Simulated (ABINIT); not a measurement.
# A GW chain in ABINIT: TaAgO3 (Pm-3m), part 2 of 3

Wanted: ground state, empty states, screening and self-energy for TaAgO3 (Pm-3m).

ABINIT 10.8.3; PBEsol and many-body steps on it, plane waves. Known limits of the many-body steps: not at the basis limit; d shell near the gap, gap tends to lie low; no spin-orbit coupling; coarse k mesh.

So far. Step 2 (Ground state): The gap is indirect, with the least direct gap 0.58 eV higher.

## Step 3: Bands along the symmetry lines

Level of this step: DFT, PBEsol, plane waves, norm-conserving pseudopotentials (ABINIT).

Levels along a band path, at the cheap level, show where the edges lie and whether the meshes to come will hold them.

The input, run.abi:

```
acell 3*1.0 Angstrom
rprim 
  3.999370000000 0.000000000000 0.000000000000
  0.000000000000 3.999370000000 0.000000000000
  0.000000000000 0.000000000000 3.999370000000
ntypat 3
znucl 73 47 8
natom 5
typat 1 2 3 3 3
xred 
  0.000000000000 0.000000000000 0.000000000000
  0.500000000000 0.500000000000 0.500000000000
  0.000000000000 0.000000000000 0.500000000000
  0.000000000000 0.500000000000 0.000000000000
  0.500000000000 0.000000000000 0.000000000000
pp_dirpath "pseudos"
pseudos "Ta.upf, Ag.upf, O.upf"
ecut 37
iscf -2
irdden 1
kptopt 0
nkpt 50
kpt 
  0.00000000 0.00000000 0.00000000
  0.00000000 0.06250000 0.00000000
  0.00000000 0.12500000 0.00000000
  0.00000000 0.18750000 0.00000000
  0.00000000 0.25000000 0.00000000
  0.00000000 0.31250000 0.00000000
  0.00000000 0.37500000 0.00000000
  0.00000000 0.43750000 0.00000000
  0.00000000 0.50000000 0.00000000
  0.06250000 0.50000000 0.00000000
  0.12500000 0.50000000 0.00000000
  0.18750000 0.50000000 0.00000000
  0.25000000 0.50000000 0.00000000
  0.31250000 0.50000000 0.00000000
  0.37500000 0.50000000 0.00000000
  0.43750000 0.50000000 0.00000000
  0.50000000 0.50000000 0.00000000
  0.43750000 0.43750000 0.00000000
  0.37500000 0.37500000 0.00000000
  0.31250000 0.31250000 0.00000000
  0.25000000 0.25000000 0.00000000
  0.18750000 0.18750000 0.00000000
  0.12500000 0.12500000 0.00000000
  0.06250000 0.06250000 0.00000000
  0.00000000 0.00000000 0.00000000
  0.06250000 0.06250000 0.06250000
  0.12500000 0.12500000 0.12500000
  0.18750000 0.18750000 0.18750000
  0.25000000 0.25000000 0.25000000
  0.31250000 0.31250000 0.31250000
  0.37500000 0.37500000 0.37500000
  0.43750000 0.43750000 0.43750000
  0.50000000 0.50000000 0.50000000
  0.43750000 0.50000000 0.43750000
  0.37500000 0.50000000 0.37500000
  0.31250000 0.50000000 0.31250000
  0.25000000 0.50000000 0.25000000
  0.18750000 0.50000000 0.18750000
  0.12500000 0.50000000 0.12500000
  0.06250000 0.50000000 0.06250000
  0.00000000 0.50000000 0.00000000
  0.50000000 0.50000000 0.50000000
  0.50000000 0.50000000 0.43750000
  0.50000000 0.50000000 0.37500000
  0.50000000 0.50000000 0.31250000
  0.50000000 0.50000000 0.25000000
  0.50000000 0.50000000 0.18750000
  0.50000000 0.50000000 0.12500000
  0.50000000 0.50000000 0.06250000
  0.50000000 0.50000000 0.00000000
istwfk *1
nband 32
nbdbuf 2
tolwfr 1e-08
nstep 40
prtwf 0
prtvol 0
indata_prefix "in"
outdata_prefix "out"
tmpdata_prefix "tmp"
```

On the command line:

```console
> OMP_NUM_THREADS=1 mpirun -n 4 abinit run.abi > log
```

Numbers of over 12 decimals in the logs are rounded to 6 here.

The log of the run:

```text
.Version 10.8.3 of ABINIT. v10.8.2 released Aug 2026.

 Symmetries : space group Pm -3 m (#221); Bravais cP (primitive cubic)
[... echo of the input left out ...]
== DATASET  1 ==================================================================
-   mpi_nproc: 4, omp_nthreads: 1 (-1 if OMP is not activated)

--- !DatasetInfo
iteration_state: {dtset: 1, }
dimensions: {natom: 5, nkpt: 50, mband: 32, nsppol: 1, nspinor: 1, nspden: 1, mpw: 4697, }
cutoff_energies: {ecut:  37.0, pawecutdg:  -1.0, }
electrons: {nelect:   5.00000000E+01, charge:   0.00000000E+00, occopt:   1.00000000E+00, tsmear:   1.00000000E-02, }

 Real(R)+Recip(G) space primitive vectors, cartesian coordinates (Bohr,Bohr^-1):
 R(1)=  7.5577140  0.0000000  0.0000000  G(1)=  0.1323151  0.0000000  0.0000000
 R(2)=  0.0000000  7.5577140  0.0000000  G(2)=  0.0000000  0.1323151  0.0000000
 R(3)=  0.0000000  0.0000000  7.5577140  G(3)=  0.0000000  0.0000000  0.1323151
 Unit cell volume ucvol=  4.3168937E+02 bohr^3
 Angles (23,13,12)=  9.00000000E+01  9.00000000E+01  9.00000000E+01 degrees

 getcut: wavevector=  0.0000  0.0000  0.0000  ngfft=  45  45  45
         ecut(hartree)=     37.000   => boxcut(ratio)=   2.12616

--- Pseudopotential description ------------------------------------------------
- Ta Generated using ONCVPSP code by D. R. Hamann
- 73.00000  13.00000  180301                  znucl, zion, pspdat
12 -116133 3 -1 1432                          pspcod,pspxc,lmax,lloc,mmax
     nproj     2     2     2     2
  pspatm : epsatm=   21.70780620
         --- l  ekb(1:nproj) -->
             0   11.480337    1.447149
             1    5.630373    0.817168
             2    1.844704    0.232364
[...]
pspatm: atomic psp has been read  and splines computed

- Ag Generated using ONCVPSP code by D. R. Hamann
- 47.00000  19.00000  180301                  znucl, zion, pspdat
12 -116133 2 -1 1538                          pspcod,pspxc,lmax,lloc,mmax
     nproj     2     2     2     0
  pspatm : epsatm=   27.64581140
         --- l  ekb(1:nproj) -->
[...]
pspatm: atomic psp has been read  and splines computed

- O Generated using ONCVPSP code by D. R. Hamann
-  8.00000   6.00000  180301                  znucl, zion, pspdat
12 -116133 2 -1 936                           pspcod,pspxc,lmax,lloc,mmax
     nproj     2     2     1     0
  pspatm : epsatm=    6.22910120
         --- l  ekb(1:nproj) -->
[...]
2   -1.335834
 pspatm: atomic psp has been read  and splines computed

--------------------------------------------------------------------------------

================================================================================
 prteigrs : about to open file out_EIG
 Non-SCF case, kpt    1 (  0.00000  0.00000  0.00000), residuals and eigenvalues=
  6.54E-09  3.33E-09  1.74E-09  5.32E-09  6.28E-09  3.05E-09  3.55E-09  5.34E-09
[...]
Non-SCF case, kpt   49 (  0.50000  0.50000  0.06250), residuals and eigenvalues=
[...]
5.2350E-01  5.2350E-01
 Non-SCF case, kpt   50 (  0.50000  0.50000  0.00000), residuals and eigenvalues=
[...]
1.4814E-01  1.6626E-01  1.7311E-01  1.7632E-01  2.0218E-01  2.0218E-01
  2.2261E-01  3.9502E-01  3.9502E-01  4.1111E-01  4.4684E-01  4.9360E-01
  5.2155E-01  5.2155E-01

--- !ResultsGS
iteration_state: {dtset: 1, }
comment   : Summary of ground state results
lattice_vectors:
- [  7.5577140,   0.0000000,   0.0000000, ]
- [  0.0000000,   7.5577140,   0.0000000, ]
- [  0.0000000,   0.0000000,   7.5577140, ]
lattice_lengths: [   7.55771,    7.55771,    7.55771, ]
lattice_angles: [ 90.000,  90.000,  90.000, ] # degrees, (23, 13, 12)
lattice_volume:   4.3168937E+02
convergence: {deltae:  0.000E+00, res2:  0.000E+00, residm:  9.993E-09, diffor:  0.000E+00, }
etotal    :  -2.69555367E+02
entropy   :   0.00000000E+00
fermie    :   2.22611329E-01
cartesian_stress_tensor: null
pressure_GPa: null
xred      :
- [  0.0000E+00,   0.0000E+00,   0.0000E+00, Ta]
- [  5.0000E-01,   5.0000E-01,   5.0000E-01, Ag]
- [  0.0000E+00,   0.0000E+00,   5.0000E-01,  O]
- [  0.0000E+00,   5.0000E-01,   0.0000E+00,  O]
- [  5.0000E-01,   0.0000E+00,   0.0000E+00,  O]
cartesian_forces: null
force_length_stats: {min: null, max: null, mean: null, }

 Integrated electronic density in atomic spheres:
 ------------------------------------------------
 Atom  Sphere_radius  Integrated_density
[...]
================================================================================

 ----iterations are completed or convergence reached----

 Mean square residual over all n,k,spin=   51.145E-10; max=  99.932E-10
 reduced coordinates (array xred) for    5 atoms
[...]
0.000000000000      0.500000000000      0.000000000000
       0.500000000000      0.000000000000      0.000000000000

 cartesian coordinates (angstrom) at end:
    1      0.000000     0.000000     0.000000
    2      1.999685     1.999685     1.999685
    3      0.000000     0.000000     1.999685
    4      0.000000     1.999685     0.000000
    5      1.999685     0.000000     0.000000
 length scales=  1.889726125908  1.889726125908  1.889726125908 bohr
              =  1.000000000000  1.000000000000  1.000000000000 angstroms
 prteigrs : about to open file out_EIG
 Eigenvalues (hartree) for nkpt=  50  k points:
 kpt#   1, nband= 32, wtk=  1.00000, kpt=  0.0000  0.0000  0.0000 (reduced coord)
[...]
kpt#   2, nband= 32, wtk=  1.00000, kpt=  0.0000  0.0625  0.0000 (reduced coord)
[...]
kpt#   3, nband= 32, wtk=  1.00000, kpt=  0.0000  0.1250  0.0000 (reduced coord)
[...]
kpt#  49, nband= 32, wtk=  1.00000, kpt=  0.5000  0.5000  0.0625 (reduced coord)
[...]
kpt#  50, nband= 32, wtk=  1.00000, kpt=  0.5000  0.5000  0.0000 (reduced coord)
[...]
0.13867    0.13867    0.14814    0.16626    0.17311    0.17632    0.20218    0.20218
   0.22261    0.39502    0.39502    0.41111    0.44684    0.49360    0.52155    0.52155

== END DATASET(S) ==============================================================
================================================================================

 -outvars: echo values of variables after computation  --------
            nband          32
             nkpt          50
          spgroup         221
 [... the other variables as echoed above ...]

 Calculation completed.
```

Elapsed: 52 s, on 4 MPI ranks of Arm Neoverse V1, shared host; peak memory 0.38 GiB; 3.5 min of CPU time.

Numbers from this step:

| Property | Result |
| --- | --- |
| gap | 1.588 eV |
| k of the valence top | 0.5, 0.5, 0 |
| k of the conduction bottom | 0, 0, 0 |
| least direct gap | 2.171 eV |

The gap is 1.588 eV, as in the run before at this level.

Electronic bands along the path, in eV, zero at the top of the highest filled band:

| point | band 22 | band 23 | band 24 | band 25 | band 26 | band 27 | band 28 | band 29 |
| --- | --- | --- | --- | --- | --- | --- | --- | --- |
| Γ | -1.37 | -1.12 | -1.12 | -1.12 | 1.59 | 2.16 | 2.16 | 2.16 |
| halfway | -1.43 | -0.59 | -0.58 | -0.58 | 2.08 | 2.88 | 3.45 | 3.45 |
| X | -1.36 | -0.24 | -0.17 | -0.17 | 2.00 | 4.63 | 4.63 | 4.83 |
| halfway | -0.97 | -0.75 | -0.45 | -0.28 | 3.42 | 4.66 | 4.71 | 5.41 |
| M | -1.26 | -0.56 | -0.56 | 0.00 | 4.69 | 4.69 | 5.13 | 6.10 |
| halfway | -1.07 | -0.70 | -0.63 | -0.54 | 3.38 | 3.44 | 3.49 | 4.54 |
| Γ | -1.37 | -1.12 | -1.12 | -1.12 | 1.59 | 2.16 | 2.16 | 2.16 |
| halfway | -1.21 | -0.88 | -0.21 | -0.21 | 3.41 | 4.33 | 4.33 | 4.75 |
| R | -1.26 | -0.33 | -0.33 | -0.33 | 3.32 | 6.04 | 6.04 | 6.04 |
| halfway | -1.07 | -0.41 | -0.34 | -0.25 | 4.15 | 4.46 | 5.20 | 5.32 |
| X | -1.36 | -0.24 | -0.17 | -0.17 | 2.00 | 4.63 | 4.63 | 4.83 |
| jump to R | -1.26 | -0.33 | -0.33 | -0.33 | 3.32 | 6.04 | 6.04 | 6.04 |
| halfway | -1.25 | -0.36 | -0.36 | -0.15 | 4.13 | 5.20 | 5.20 | 6.07 |
| M | -1.26 | -0.56 | -0.56 | 0.00 | 4.69 | 4.69 | 5.13 | 6.10 |

## Step 4: Empty states on the mesh, 2×2×2 mesh, 55 bands

The sums over transitions need many empty states on a uniform mesh; this step solves for them.

The input, run.abi:

```
acell 3*1.0 Angstrom
rprim 
  3.999370000000 0.000000000000 0.000000000000
  0.000000000000 3.999370000000 0.000000000000
  0.000000000000 0.000000000000 3.999370000000
ntypat 3
znucl 73 47 8
natom 5
typat 1 2 3 3 3
xred 
  0.000000000000 0.000000000000 0.000000000000
  0.500000000000 0.500000000000 0.500000000000
  0.000000000000 0.000000000000 0.500000000000
  0.000000000000 0.500000000000 0.000000000000
  0.500000000000 0.000000000000 0.000000000000
pp_dirpath "pseudos"
pseudos "Ta.upf, Ag.upf, O.upf"
ecut 37
ngkpt 2 2 2
nshiftk 1
shiftk 0 0 0
kptopt 1
chksymbreak 0
iscf -2
irdden 1
istwfk *1
nband 55
nbdbuf 4
tolwfr 1e-09
nstep 60
prtvol 0
indata_prefix "in"
outdata_prefix "out"
tmpdata_prefix "tmp"
```

The log of the run:

```text
.Version 10.8.3 of ABINIT. v10.8.2 released Aug 2026.

 Symmetries : space group Pm -3 m (#221); Bravais cP (primitive cubic)
[... echo of the input left out ...]
== DATASET  1 ==================================================================
-   mpi_nproc: 4, omp_nthreads: 1 (-1 if OMP is not activated)

--- !DatasetInfo
iteration_state: {dtset: 1, }
dimensions: {natom: 5, nkpt: 4, mband: 55, nsppol: 1, nspinor: 1, nspden: 1, mpw: 4697, }
cutoff_energies: {ecut:  37.0, pawecutdg:  -1.0, }
electrons: {nelect:   5.00000000E+01, charge:   0.00000000E+00, occopt:   1.00000000E+00, tsmear:   1.00000000E-02, }

 Real(R)+Recip(G) space primitive vectors, cartesian coordinates (Bohr,Bohr^-1):
 R(1)=  7.5577140  0.0000000  0.0000000  G(1)=  0.1323151  0.0000000  0.0000000
 R(2)=  0.0000000  7.5577140  0.0000000  G(2)=  0.0000000  0.1323151  0.0000000
 R(3)=  0.0000000  0.0000000  7.5577140  G(3)=  0.0000000  0.0000000  0.1323151
 Unit cell volume ucvol=  4.3168937E+02 bohr^3
 Angles (23,13,12)=  9.00000000E+01  9.00000000E+01  9.00000000E+01 degrees

 getcut: wavevector=  0.0000  0.0000  0.0000  ngfft=  45  45  45
         ecut(hartree)=     37.000   => boxcut(ratio)=   2.12616

--- Pseudopotential description ------------------------------------------------
- Ta Generated using ONCVPSP code by D. R. Hamann
- 73.00000  13.00000  180301                  znucl, zion, pspdat
12 -116133 3 -1 1432                          pspcod,pspxc,lmax,lloc,mmax
     nproj     2     2     2     2
  pspatm : epsatm=   21.70780620
         --- l  ekb(1:nproj) -->
             0   11.480337    1.447149
             1    5.630373    0.817168
             2    1.844704    0.232364
[...]
pspatm: atomic psp has been read  and splines computed

- Ag Generated using ONCVPSP code by D. R. Hamann
- 47.00000  19.00000  180301                  znucl, zion, pspdat
12 -116133 2 -1 1538                          pspcod,pspxc,lmax,lloc,mmax
     nproj     2     2     2     0
  pspatm : epsatm=   27.64581140
         --- l  ekb(1:nproj) -->
[...]
pspatm: atomic psp has been read  and splines computed

- O Generated using ONCVPSP code by D. R. Hamann
-  8.00000   6.00000  180301                  znucl, zion, pspdat
12 -116133 2 -1 936                           pspcod,pspxc,lmax,lloc,mmax
     nproj     2     2     1     0
  pspatm : epsatm=    6.22910120
         --- l  ekb(1:nproj) -->
[...]
2   -1.335834
 pspatm: atomic psp has been read  and splines computed

--------------------------------------------------------------------------------

================================================================================
 prteigrs : about to open file out_EIG
 Non-SCF case, kpt    1 (  0.00000  0.00000  0.00000), residuals and eigenvalues=
  2.03E-10  2.43E-10  1.82E-10  1.33E-10  9.10E-10  1.89E-10  1.62E-10  2.35E-10
  7.92E-10  1.58E-10  3.62E-10  2.78E-10  2.70E-10  5.80E-10  4.20E-10  6.46E-10
  1.70E-10  2.05E-10  5.92E-10  1.95E-10  3.85E-10  6.14E-10  1.27E-10  1.57E-10
[...]
3.95E-10  2.12E-10  3.93E-10  7.40E-08  2.48E-07  1.04E-04  2.68E-06
 -3.0455E+00 -2.2732E+00 -1.7063E+00 -1.7063E+00 -1.7063E+00 -1.0413E+00
 -1.0413E+00 -1.0413E+00 -4.3258E-01 -4.0214E-01 -4.0214E-01  1.0850E-01
  1.0850E-01  1.0850E-01  1.6158E-01  1.6158E-01  1.6477E-01  1.6477E-01
[...]
9.9070E-01  9.9070E-01  1.0332E+00  1.0332E+00  1.0332E+00  1.0918E+00
  1.2083E+00  1.2083E+00  1.2083E+00  1.3581E+00  1.3581E+00  1.3582E+00
  1.4061E+00
 prteigrs : prtvol=0 or 1, do not print more k-points.

--- !ResultsGS
iteration_state: {dtset: 1, }
comment   : Summary of ground state results
lattice_vectors:
- [  7.5577140,   0.0000000,   0.0000000, ]
- [  0.0000000,   7.5577140,   0.0000000, ]
- [  0.0000000,   0.0000000,   7.5577140, ]
lattice_lengths: [   7.55771,    7.55771,    7.55771, ]
lattice_angles: [ 90.000,  90.000,  90.000, ] # degrees, (23, 13, 12)
lattice_volume:   4.3168937E+02
convergence: {deltae:  0.000E+00, res2:  0.000E+00, residm:  9.925E-10, diffor:  0.000E+00, }
etotal    :  -2.69555367E+02
entropy   :   0.00000000E+00
fermie    :   2.22611329E-01
cartesian_stress_tensor: null
pressure_GPa: null
xred      :
- [  0.0000E+00,   0.0000E+00,   0.0000E+00, Ta]
- [  5.0000E-01,   5.0000E-01,   5.0000E-01, Ag]
- [  0.0000E+00,   0.0000E+00,   5.0000E-01,  O]
- [  0.0000E+00,   5.0000E-01,   0.0000E+00,  O]
- [  5.0000E-01,   0.0000E+00,   0.0000E+00,  O]
cartesian_forces: null
force_length_stats: {min: null, max: null, mean: null, }

 Integrated electronic density in atomic spheres:
 ------------------------------------------------
 Atom  Sphere_radius  Integrated_density
[...]
================================================================================

 ----iterations are completed or convergence reached----

 Mean square residual over all n,k,spin=   40.691E-11; max=  99.250E-11
 reduced coordinates (array xred) for    5 atoms
[...]
0.000000000000      0.500000000000      0.000000000000
       0.500000000000      0.000000000000      0.000000000000

 cartesian coordinates (angstrom) at end:
    1      0.000000     0.000000     0.000000
    2      1.999685     1.999685     1.999685
    3      0.000000     0.000000     1.999685
    4      0.000000     1.999685     0.000000
    5      1.999685     0.000000     0.000000
 length scales=  1.889726125908  1.889726125908  1.889726125908 bohr
              =  1.000000000000  1.000000000000  1.000000000000 angstroms
 prteigrs : about to open file out_EIG
 Eigenvalues (hartree) for nkpt=   4  k points:
 kpt#   1, nband= 55, wtk=  0.12500, kpt=  0.0000  0.0000  0.0000 (reduced coord)
[...]
0.65646    0.65646    0.66589    0.68018    0.68018    0.95342    0.95342    0.95342
   0.96620    0.99070    0.99070    0.99070    1.03324    1.03324    1.03324    1.09181
   1.20828    1.20828    1.20828    1.35813    1.35813    1.35818    1.40613
 prteigrs : prtvol=0 or 1, do not print more k-points.

== END DATASET(S) ==============================================================
================================================================================

 -outvars: echo values of variables after computation  --------
            nband          55
             nkpt           4
          spgroup         221
 [... the other variables as echoed above ...]

 Calculation completed.
```

Elapsed: 10 s, on 4 MPI ranks; peak memory 0.28 GiB.

This step gave:

| Item | Value |
| --- | --- |
| gap | 1.588 eV |
| k of the valence top | 0.5, 0.5, 0 |
| k of the conduction bottom | 0, 0, 0 |
| least direct gap | 2.171 eV |
| k points computed | 4 |
| lowest point of the top converged band, above the valence top | 26.82 eV |

On this mesh the gap is 1.588 eV.

## Step 5: Screening, 2×2×2 mesh, 51 bands, screening to 87.1 eV

The RPA dielectric matrix is built and inverted for each q.

This step: RPA screening on PBEsol, plane waves, norm-conserving pseudopotentials.

run.abi, as its differences from that of step 4:

```diff
@@ -23,10 +23,11 @@
 chksymbreak 0
-iscf -2
-irdden 1
 istwfk *1
-nband 55
-nbdbuf 4
-tolwfr 1e-09
-nstep 60
-prtvol 0
+occopt 1
+irdwfk 1
+optdriver 3
+nband 51
+ecuteps 3.2
+inclvkb 2
+awtr 1
+symchi 1
 indata_prefix "in"
```

The log of the run:

```text
.Version 10.8.3 of ABINIT. v10.8.2 released Aug 2026.

 Symmetries : space group Pm -3 m (#221); Bravais cP (primitive cubic)
[... echo of the input left out ...]
== DATASET  1 ==================================================================
-   mpi_nproc: 4, omp_nthreads: 1 (-1 if OMP is not activated)

--- !DatasetInfo
iteration_state: {dtset: 1, }
dimensions: {natom: 5, nkpt: 4, mband: 51, nsppol: 1, nspinor: 1, nspden: 1, mpw: 4697, }
cutoff_energies: {ecut:  37.0, pawecutdg:  -1.0, }
electrons: {nelect:   5.00000000E+01, charge:   0.00000000E+00, occopt:   1.00000000E+00, tsmear:   1.00000000E-02, }

 SCREENING: Calculation of the susceptibility and dielectric matrices

 Based on a program developped by R.W. Godby, V. Olevano, G. Onida, and L. Reining.
 Incorporated in ABINIT by V. Olevano, G.-M. Rignanese, and M. Torrent.
.Using double precision arithmetic ; gwpc =  8

[... cell and pseudopotentials left out ...]
--------------------------------------------------------------------------------

 ==== K-mesh for the wavefunctions ====
 Number of points in the irreducible wedge :     4
[... list of points left out ...]
 Together with 48 symmetry operations and time-reversal symmetry
 yields     8 points in the full Brillouin Zone.

 ==== Q-mesh for the screening function ====
 Number of points in the irreducible wedge :     4
[... list of points left out ...]
 Together with 48 symmetry operations and time-reversal symmetry
 yields     8 points in the full Brillouin Zone.

 setmesh: FFT mesh size selected  =    27x   27x   27
          total number of points  =        19683

 vcoul_init : cutoff-mode = AUXILIARY_FUNCTION
 q-points for optical limit:   1
     1)      0.000010    0.000020    0.000030

- screening: taking advantage of time-reversal symmetry
- Maximum band index for partially occupied states nbvw = 25
- Remaining bands to be divided among processors   nbcw = 26
- Number of bands treated by each node ~6

 Number of electrons calculated from density =   50.0000; Expected =   50.0000
 average of density, n =  0.115824
 r_s =    1.2726
 omega_plasma =   32.8288 [eV]

 calculating chi0 at frequencies [eV] :
  1    0.000000E+00    0.000000E+00
  2    0.000000E+00    3.282879E+01

--------------------------------------------------------------------------------
  q-point number  1        q = ( 0.000000, 0.000000, 0.000000) [r.l.u.]
--------------------------------------------------------------------------------
[... chi0 elements left out ...]
 For q-point:  0.000010 0.000020 0.000030
  dielectric constant =  11.4899
  dielectric constant without local fields =  11.8912

  Average fulfillment of the sum rule on Im[epsilon] for q-point    1 :     25.37  [%]
[... wings left out ...]
  q-point number  2        q = ( 0.500000, 0.000000, 0.000000) [r.l.u.]
--------------------------------------------------------------------------------
[... chi0 elements left out ...]
  Average fulfillment of the sum rule on Im[epsilon] for q-point    2 :     36.21  [%]

 [... 2 further q-points ...]
```

Run time: 7.2 s. Hardware: 4 MPI ranks; peak memory 0.59 GiB.

This step gave:

```yaml
eps_infinity_with_local_fields_on_this_mesh_along_the_program_s_q_direction: 11.49
the_same_without_local_fields: 11.89
plasma_frequency: 32.83 eV
plane_waves_in_the_screening_matrix: 123
```

Local fields lower ε∞ by 3 %. On a Γ-centred mesh this coarse the value itself is usually too large, while a short band sum pulls it down.

[end of part 2 of 3]

[Paths, hosts, dates, memory and timing lines, banners, echoed tables and standing remarks are left out of the program output.]

[Logs are printed without paths, hosts, clocks, repeated set-up lines and the standing remarks that a program may print on its own settings, such as how far it seeks lower states.]

[Runs of the session that timed out or met a known fault of the program may be left out.]

[Hosts, paths, dates, database ids (printed as entryN), source tags and the programs' standing remarks are cut or masked in the printed files.]

[G0W0 gaps are taken among the corrected bands and points alone; a level outside them can change the order at an edge.]

[Where Ansatz stands beside ABINIT at settings called matched, ABINIT's density can come from a denser mesh and the files from another edition; pairs whose starting gaps differed by over 0.03 eV were left out, so agreement reads better than it is.]
